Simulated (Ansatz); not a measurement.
# Changed inputs in constrained RPA: TcBr2 (1T sheet)

Aim: hold the target of a cRPA run on TcBr2 (1T sheet) and move one thing at a time.

Method: constrained RPA on LDA, plane waves, PAW, in Ansatz 0.2.0.

### 1. The structure

The cell holds 3 atoms: 1 Tc and 2 Br. Its edges and angles: a = 3.404 Å, b = 3.404 Å, c = 30.253 Å, α = 90.0°, β = 90.0°, γ = 120.0°. Vacuum lies along c.

The structure was relaxed with LDA. The structure was generated from a model, not taken from a measurement. The runs that relaxed it are not among those shown. The program's search for lower electronic states was switched off, so nothing shows that the state found is the lowest. The default PAW set here is soft_2. Its files were made with PBE. The Coulomb interaction is cut off across the vacuum.

### 2. Base: Tc t2g, bands v3 to v1, 6×6×1 mesh, medium accuracy

Constrained RPA screens the interaction with every transition except those inside the target bands, which a later many-body model would treat itself.

Contents of input.yaml:

```yaml
crystal:
  lattice:
    - [-2.40671528, 0.0, -2.40671528]
    - [0.0, 2.40671528, 2.40671528]
    - [17.46662, 17.46662, -17.46662]
  atoms:
    - { symbol: Tc, position: [0.0, 0.0, 0.3177617107] }
    - { symbol: Br, position: [0.3333333333, 0.6666666667, 0.3703525046] }
    - { symbol: Br, position: [0.6666666667, 0.3333333333, 0.2651709169] }
  periodic: [true, true, false]
kpoints:
  mp_grid: { grid: [12, 12, 1] }
hamiltonian:
  xc: lda
scf:
  occupations: { method: gaussian, width: 0.08 }
  n_extra_bands: 19
  max_iter: 150
  lower_state_search: "off"
output:
  crpa:
    kmesh: [6, 6, 1]
    target_bands: [v3, v1]
    projections: [{ species: Tc, l: d, shell: 4, orbitals: [dxz, dyz, dxy] }]
  local_orbitals:
    kmesh: [12, 12, 1]
    orbitals: [{ species: Tc, l: d, shell: 4, orbitals: [dxz, dyz, dxy] }]
    window: { bands: [v3, v1] }
    seedname: lo
```

Command:

```console
$ ansatz run input.yaml --threads 4 --pin off --max-ram 14745MiB --backend cpu --events-out ev --progress --plain --runs-dir out
```

Numbers of over 12 decimals in the logs are rounded to 6 here.

Log:

```text
scf.n_extra_bands = 19 over 15 filled bands (N_el = 29.0): the run solves 34 bands
Engine: ansatz 0.2.0, aarch64-unknown-linux-gnu
Pseudopotentials: kind: paw
Pseudopotential: Tc, paw, valence charge 15, recommended cutoff 500 eV (normal), Tc.paw.azcp
Pseudopotential: Br, paw, valence charge 7, recommended cutoff 420 eV (normal), Br.paw.azcp
Functional definition: SPW92
  exchange = slater_x
  correlation = pw_c
Crystal: 3 atoms, lattice volume = 303.515 Å³
Basis set: ecut = 500 eV, 7755 PW (Γ)
Bands: 34, of which v1, the nominal top of the filled ones, is band 15 counted from 1 (14 counted from 0)
Symmetry: 12 space group operations
Space group: P-3m1 (ITA 164), of the structure as read, at distance tolerance 6.7e-5 Å
k-points: 19 of 144
Non-local potential: Tc, projectors of the file, l = 0: 3, l = 1: 3, l = 2: 2, l = 3: 2
Non-local potential: Br, projectors of the file, l = 0: 2, l = 1: 2, l = 2: 2
PAW form: soft (Blöchl's): semilocal exchange-correlation on the pseudo side does not see the compensation charge
PAW frozen core: Tc, regenerated for the run's functional, and the local potential with it (the file was generated under x = pbe(κ = 0.804, μ = 0.219515), c = pbe(β = 0.066725))
PAW frozen core: Br, regenerated for the run's functional, and the local potential with it (the file was generated under x = pbe(κ = 0.804, μ = 0.219515), c = pbe(β = 0.066725))
PAW one-centre angular grid: Tc, 590 points (default); XC on 64 Gauss nodes
PAW one-centre angular grid: Br, 110 points (default); XC on 64 Gauss nodes
Initial density: superposition of atomic densities (neutral atoms: chi_scale 0, normalization atom)
Initial wavefunctions: pseudopotential atomic-orbital guess
Functional: x = slater, c = lda
SCF iter   1: F=—  HF=-10669.902175 eV  |F-HF|=—  |Δ(HF+E_count)|=         —  Δρ=3.14e-2  dr2=6.99e0  ethr=3.10e-3  ⟨swp⟩=13.2  Hψ=5775  notcnv=0  defer=138
preconditioner: auto → LDOS  [metal: Δε(μ)=0.010 eV  Ē_g=14.746 eV  σ=0.080 eV  W_gap=0.07  n_scr=16 (ndim 8)  ℏωp=9.8 eV  f_vac=0.761  D(μ)=5.19/eV (n_scr^D=16)  β→1.0]
SCF iter   2: F=—  HF=-10668.957749 eV  |F-HF|=—  |Δ(HF+E_count)|=   9.44e-1  Δρ=2.28e-2  dr2=1.04e0  ethr=3.10e-3  ⟨swp⟩=4.1  Hψ=1362  notcnv=0  defer=251
SCF iter   3: F=—  HF=-10668.811836 eV  |F-HF|=—  |Δ(HF+E_count)|=   1.46e-1  Δρ=1.44e-2  dr2=6.20e-1  ethr=3.10e-3  ⟨swp⟩=3.4  Hψ=1272  notcnv=0  defer=251
SCF iter   4: F=—  HF=-10668.660122 eV  |F-HF|=—  |Δ(HF+E_count)|=   1.52e-1  Δρ=3.28e-3  dr2=2.47e-2  ethr=2.14e-3  ⟨swp⟩=3.0  Hψ=885  notcnv=0  defer=253
SCF iter   5: F=—  HF=-10668.661096 eV  |F-HF|=—  |Δ(HF+E_count)|=   9.74e-4  Δρ=7.32e-4  dr2=1.99e-3  ethr=8.50e-5  ⟨swp⟩=2.6  Hψ=1005  notcnv=0  defer=253
SCF iter   6: F=—  HF=-10668.661169 eV  |F-HF|=—  |Δ(HF+E_count)|=   7.33e-5  Δρ=1.68e-4  dr2=3.52e-5  ethr=6.86e-6  ⟨swp⟩=3.4  Hψ=921  notcnv=0  defer=255
SCF iter   7: F=—  HF=-10668.661231 eV  |F-HF|=—  |Δ(HF+E_count)|=   6.15e-5  Δρ=4.75e-5  dr2=2.17e-6  ethr=1.21e-7  ⟨swp⟩=3.5  Hψ=962  notcnv=0  defer=255
SCF iter   8: F=-10668.661244 eV  HF=-10668.661243 eV  |F-HF|=3.27e-7  |Δ(HF+E_count)|=   1.27e-5  Δρ=7.09e-6  dr2=7.73e-8  ethr=3.45e-10  ⟨swp⟩=19.8  Hψ=6938  notcnv=0
SCF 1 converged in 8 iterations: F = -10668.661244 eV  dr2 = 7.73e-8
[...]
NSCF: frozen V_eff on 22 k-points
NSCF: frozen V_eff on 7 k-points
[...]
cRPA screening: q 1/36
cRPA screening: q 2/36
cRPA screening: q 8/36 (q-point 3)
cRPA screening: q 14/36 (q-point 4)
cRPA screening: q 17/36 (q-point 8)
cRPA screening: q 23/36 (q-point 9)
cRPA screening: q 35/36 (q-point 15)
SCF converged after 8 iterations
Free energy (F): -10668.661244 eV
Harris-Foulkes:  -10668.661243 eV  (|F-HF|=3.27e-7)
Internal energy: -10668.652704 eV  (E = F + TS)
E sigma→0 (E₀):  -10668.656974 eV
Entropy (-TS):   -0.008540 eV (-2.847 meV/atom)
Fermi energy:    -3.956605 eV
--- Per-component energies (eV) ---
  E_band       = -625.160165
  E_kinetic    = 897.682937
  E_local      = -48808.893070  (includes V_loc(G=0)·N_el)
  E_nonlocal   = 437.072589
  E_hartree    = 23751.045317
  E_xc         = -760.210695
  E_vxc        = -504.014499  (∫ρ·V_xc dr)
  E_paw        = -7485.873018  (= ΣΔE_a)
  E_vpaw       = -149.088362  (= ΣTr[D̂ρ^β])
  E_aug_tail   = 0.000006  (compensation charges beyond the density's cutoff)
  E_ewald      = 21299.598486
  E_core_change = 0.924744  (= ΣΔE_core)
  E_smearing   = -0.008540  (= −TS)
  E_closure    = 0.000000  (closes the sum)
  Σ components = -10668.661244   (vs F -10668.661244, Δ=0.00e0)
--- Band table (eV; the first three rows and the last of 19) ---
  k-point 0: bands = [... 11 lower, -6.8401, -5.6550, -5.4873, -5.4873, -2.8497, -2.8497, -1.3859, -0.5649, ... 15 higher]
  k-point 1: bands = [... 11 lower, -7.0798, -5.6392, -5.2722, -5.2396, -3.1407, -2.8844, -1.1014, -0.4136, ... 15 higher]
  k-point 2: bands = [... 11 lower, -7.4849, -5.7863, -4.9094, -4.8120, -3.4927, -2.9297, -0.4980, -0.0365, ... 15 higher]
  k-point 18: bands = [... 11 lower, -9.4732, -4.5162, -4.4709, -4.4709, -2.7365, -2.7365, 1.0762, 2.3149, ... 15 higher]
  the weakly bound empty levels are not read free of the cell's end (no_gap_told)
--- cRPA (band scheme, projected local orbitals): target bands 13..15 (1-based), 3 Wannier function(s), 6×6×1 mesh, 30 bands' worth read of 35 solved, ecut_chi 136.0 eV, v(q+G=0) probe_charge, pair densities all_electron ---
  χ-basis size per q: N_G = 1084..1119
  window electrons = 5.0000, filled by tetrahedron_uncorrected; constrained ε̄⁻¹(q = 0, 0) head = 0.536745; min gauge Gram eig = 0.7028
  Kanamori averages over each shell's own Wannier functions (sites counted from 0, functions from 1):
    Site 0, 4D, 3 of 5 d orbitals (Wannier functions 1, 2, 3; wannier90's mr 2, 3, 5):
      screened: U = 2.7199 eV, U' = 2.0940 eV, J = 0.2904 eV
      screened, to within: U = 7.3e-3 eV, U' = 7.3e-3 eV, J = 7.4e-4 eV
      bare: V = 11.7252 eV, V' = 10.8158 eV, J = 0.4289 eV
  Hermiticity witness max|P − P†| over intra, direct and exchange elements: 1.78e-15 eV (screened), 3.52e-17 eV (bare)
  Reality witness max|Im| over intra, direct and exchange elements: 7.20e-17 eV (screened), 3.44e-17 eV (bare)
```

The job ended after 2.5 min (4 threads of Arm Neoverse V1, shared host; peak memory 1.9 GiB).

Numbers from this step:

| Item | Value |
| --- | --- |
| U | 2.720 eV |
| U prime (inter-orbital) | 2.094 eV |
| J | 0.2904 eV |
| bare V | 11.73 eV |
| bare J | 0.4289 eV |
| stated bound on U | 0.007300 eV |
| U over bare V | 0.2320 |
| electrons in the window | 5 |
| head of the constrained inverse dielectric matrix | 0.5367 |
| least eigenvalue of the projection's overlap | 0.7028 |
| target functions | 3 |
| bands in the sums | 30 |
| r.m.s. miss of the model bands | 0.003084 eV |
| width of the target bands | 2.875 eV |
| weight of the projected orbitals in the window | 0.8562 |

On the Tc t2g shell, screening brings the on-site interaction from 11.7 eV down to U = 2.72 eV.

### 3. Changed: 9×9×1 mesh

Edit input.yaml of step 2 so:

```diff
@@ -21,9 +21,4 @@
   crpa:
-    kmesh: [6, 6, 1]
+    kmesh: [9, 9, 1]
     target_bands: [v3, v1]
     projections: [{ species: Tc, l: d, shell: 4, orbitals: [dxz, dyz, dxy] }]
-  local_orbitals:
-    kmesh: [12, 12, 1]
-    orbitals: [{ species: Tc, l: d, shell: 4, orbitals: [dxz, dyz, dxy] }]
-    window: { bands: [v3, v1] }
-    seedname: lo
```

Log:

```text
[...]
Crystal: 3 atoms, lattice volume = 303.515 Å³
Basis set: ecut = 500 eV, 7755 PW (Γ)
Bands: 34, of which v1, the nominal top of the filled ones, is band 15 counted from 1 (14 counted from 0)
Symmetry: 12 space group operations
[...]
k-points: 19 of 144
[...]
SCF iter   1: F=—  HF=-10669.902175 eV  |F-HF|=—  |Δ(HF+E_count)|=         —  Δρ=3.14e-2  dr2=6.99e0  ethr=3.10e-3  ⟨swp⟩=13.2  Hψ=5775  notcnv=0  defer=138
[...]
SCF iter   8: F=-10668.661244 eV  HF=-10668.661243 eV  |F-HF|=3.27e-7  |Δ(HF+E_count)|=   1.27e-5  Δρ=7.09e-6  dr2=7.73e-8  ethr=3.45e-10  ⟨swp⟩=19.8  Hψ=6938  notcnv=0
SCF 1 converged in 8 iterations: F = -10668.661244 eV  dr2 = 7.73e-8
[...]
NSCF: frozen V_eff on 12 k-points
[...]
cRPA screening: q 1/81
cRPA screening: q 2/81
cRPA screening: q 8/81 (q-point 3)
cRPA screening: q 14/81 (q-point 4)
cRPA screening: q 20/81 (q-point 5)
[...]
Internal energy: -10668.652704 eV  (E = F + TS)
E sigma→0 (E₀):  -10668.656974 eV
Entropy (-TS):   -0.008540 eV (-2.847 meV/atom)
Fermi energy:    -3.956605 eV
[...]
--- Band table (eV; the first three rows and the last of 19) ---
  k-point 0: bands = [... 11 lower, -6.8401, -5.6550, -5.4873, -5.4873, -2.8497, -2.8497, -1.3859, -0.5649, ... 15 higher]
  k-point 1: bands = [... 11 lower, -7.0798, -5.6392, -5.2722, -5.2396, -3.1407, -2.8844, -1.1014, -0.4136, ... 15 higher]
  k-point 2: bands = [... 11 lower, -7.4849, -5.7863, -4.9094, -4.8120, -3.4927, -2.9297, -0.4980, -0.0365, ... 15 higher]
  k-point 18: bands = [... 11 lower, -9.4732, -4.5162, -4.4709, -4.4709, -2.7365, -2.7365, 1.0762, 2.3149, ... 15 higher]
  the weakly bound empty levels are not read free of the cell's end (no_gap_told)
[...]
χ-basis size per q: N_G = 1076..1119
[...]
Site 0, 4D, 3 of 5 d orbitals (Wannier functions 1, 2, 3; wannier90's mr 2, 3, 5):
      screened: U = 2.6944 eV, U' = 2.0700 eV, J = 0.2895 eV
      screened, to within: U = 7.5e-3 eV, U' = 7.5e-3 eV, J = 7.6e-4 eV
      bare: V = 11.6734 eV, V' = 10.7666 eV, J = 0.4272 eV
[...]
[key lines of the parts left out:]
SCF converged after 8 iterations
Free energy (F): -10668.661244 eV
```

The job ended after 6.2 min (4 threads; peak memory 2.1 GiB).

Numbers from this step:

```
U                                                 : 2.694 eV
U prime (inter-orbital)                           : 2.070 eV
J                                                 : 0.2895 eV
bare V                                            : 11.67 eV
bare J                                            : 0.4272 eV
stated bound on U                                 : 0.007442 eV
U over bare V                                     : 0.2308
electrons in the window                           : 5.000
head of the constrained inverse dielectric matrix : 0.5438
least eigenvalue of the projection's overlap      : 0.7140
target functions                                  : 3
bands in the sums                                 : 30
width of the target bands                         : 2.875 eV
weight of the projected orbitals in the window    : 0.8562
```

On the Tc t2g shell, screening brings the on-site interaction from 11.7 eV down to U = 2.69 eV.

### 4. Changed: 3×3×1 mesh

Edit input.yaml of step 3 so:

```diff
@@ -21,3 +21,3 @@
   crpa:
-    kmesh: [9, 9, 1]
+    kmesh: [3, 3, 1]
     target_bands: [v3, v1]
```

Log:

```text
[...]
Crystal: 3 atoms, lattice volume = 303.515 Å³
Basis set: ecut = 500 eV, 7755 PW (Γ)
Bands: 34, of which v1, the nominal top of the filled ones, is band 15 counted from 1 (14 counted from 0)
Symmetry: 12 space group operations
[...]
k-points: 19 of 144
[...]
the weakly bound empty levels are not read free of the cell's end (no_gap_told)
[...]
χ-basis size per q: N_G = 1084..1119
[...]
Site 0, 4D, 3 of 5 d orbitals (Wannier functions 1, 2, 3; wannier90's mr 2, 3, 5):
      screened: U = 3.2413 eV, U' = 2.5966 eV, J = 0.3004 eV
      screened, to within: U = 9.1e-3 eV, U' = 9.1e-3 eV, J = 7.9e-4 eV
      bare: V = 12.1070 eV, V' = 11.1777 eV, J = 0.4421 eV
[...]
[key lines of the parts left out:]
SCF converged after 8 iterations
Free energy (F): -10668.661244 eV
Fermi energy:    -3.956605 eV
```

The job ended after 40 s (4 threads; peak memory 1.7 GiB).

Numbers from this step:

```
U                                                 : 3.241 eV
U prime (inter-orbital)                           : 2.597 eV
J                                                 : 0.3004 eV
bare V                                            : 12.11 eV
bare J                                            : 0.4421 eV
stated bound on U                                 : 0.009014 eV
U over bare V                                     : 0.2677
electrons in the window                           : 5.000
head of the constrained inverse dielectric matrix : 0.6047
least eigenvalue of the projection's overlap      : 0.7897
target functions                                  : 3
bands in the sums                                 : 30
width of the target bands                         : 2.875 eV
weight of the projected orbitals in the window    : 0.8562
```

On the Tc t2g shell, screening brings the on-site interaction from 12.1 eV down to U = 3.24 eV.

### 5. Changed: sums over states

Edit input.yaml of step 4 so:

```diff
@@ -21,4 +21,7 @@
   crpa:
-    kmesh: [3, 3, 1]
+    kmesh: [6, 6, 1]
     target_bands: [v3, v1]
     projections: [{ species: Tc, l: d, shell: 4, orbitals: [dxz, dyz, dxy] }]
+    accuracy: sum_over_states
+    n_empty_bands: 60
+    ecut_chi: 70
```

Log:

```text
[...]
Crystal: 3 atoms, lattice volume = 303.515 Å³
Basis set: ecut = 500 eV, 7755 PW (Γ)
Bands: 34, of which v1, the nominal top of the filled ones, is band 15 counted from 1 (14 counted from 0)
Symmetry: 12 space group operations
[...]
k-points: 19 of 144
[...]
χ-basis size per q: N_G = 378..420
[...]
U and J over all bands: no bound (output.crpa.accuracy: sum_over_states); those below are of the sums over the bands read on the sphere of ecut_chi, with what the atoms add
[...]
Site 0, 4D, 3 of 5 d orbitals (Wannier functions 1, 2, 3; wannier90's mr 2, 3, 5):
      screened: U = 2.7718 eV, U' = 2.0649 eV, J = 0.3167 eV
      bare: V = 11.7252 eV, V' = 10.8158 eV, J = 0.4289 eV
[...]
[key lines of the parts left out:]
SCF converged after 8 iterations
Free energy (F): -10668.661244 eV
Fermi energy:    -3.956605 eV
```

Wall time 19 s (4 threads); peak memory 0.95 GiB; 71 s of CPU time.

This variant gives U = 2.77 eV against 2.72 eV. It is a finite sum over empty states with no bound on its error and stays out of the table below.

### 6. Changed: accuracy high

Edit input.yaml of step 5 so:

```diff
@@ -24,4 +24,2 @@
     projections: [{ species: Tc, l: d, shell: 4, orbitals: [dxz, dyz, dxy] }]
-    accuracy: sum_over_states
-    n_empty_bands: 60
-    ecut_chi: 70
+    accuracy: high
```

Log:

```text
[...]
Crystal: 3 atoms, lattice volume = 303.515 Å³
Basis set: ecut = 500 eV, 7755 PW (Γ)
Bands: 34, of which v1, the nominal top of the filled ones, is band 15 counted from 1 (14 counted from 0)
Symmetry: 12 space group operations
[...]
k-points: 19 of 144
[...]
the weakly bound empty levels are not read free of the cell's end (no_gap_told)
[...]
χ-basis size per q: N_G = 1084..1119
[...]
Site 0, 4D, 3 of 5 d orbitals (Wannier functions 1, 2, 3; wannier90's mr 2, 3, 5):
      screened: U = 2.7212 eV, U' = 2.0947 eV, J = 0.2907 eV
      screened, to within: U = 3.9e-4 eV, U' = 3.9e-4 eV, J = 4.1e-5 eV
      bare: V = 11.7252 eV, V' = 10.8158 eV, J = 0.4289 eV
[...]
[key lines of the parts left out:]
SCF converged after 8 iterations
Free energy (F): -10668.661244 eV
Fermi energy:    -3.956605 eV
```

The job ended after 3.8 min (4 threads; peak memory 2 GiB).

This step gave:

* U: 2.721 eV
* U prime (inter-orbital): 2.095 eV
* J: 0.2907 eV
* bare V: 11.73 eV
* bare J: 0.4289 eV
* stated bound on U: 3.86e-4 eV
* U over bare V: 0.2321
* electrons in the window: 5
* head of the constrained inverse dielectric matrix: 0.5367
* least eigenvalue of the projection's overlap: 0.7028
* target functions: 3
* bands in the sums: 30
* width of the target bands: 2.875 eV
* weight of the projected orbitals in the window: 0.8562

On the Tc t2g shell, screening brings the on-site interaction from 11.7 eV down to U = 2.72 eV.

(Continued in part 2 of 2.)

[Paths, hosts, dates, memory and timing lines, banners, echoed tables and standing remarks are left out of the program output.]

[Logs are printed without paths, hosts, clocks, repeated set-up lines and the standing remarks that a program may print on its own settings, such as how far it seeks lower states.]

[Runs of the session that timed out or met a known fault of the program may be left out.]

[Hosts, paths, dates, database ids (printed as entryN), source tags and the programs' standing remarks are cut or masked in the printed files.]
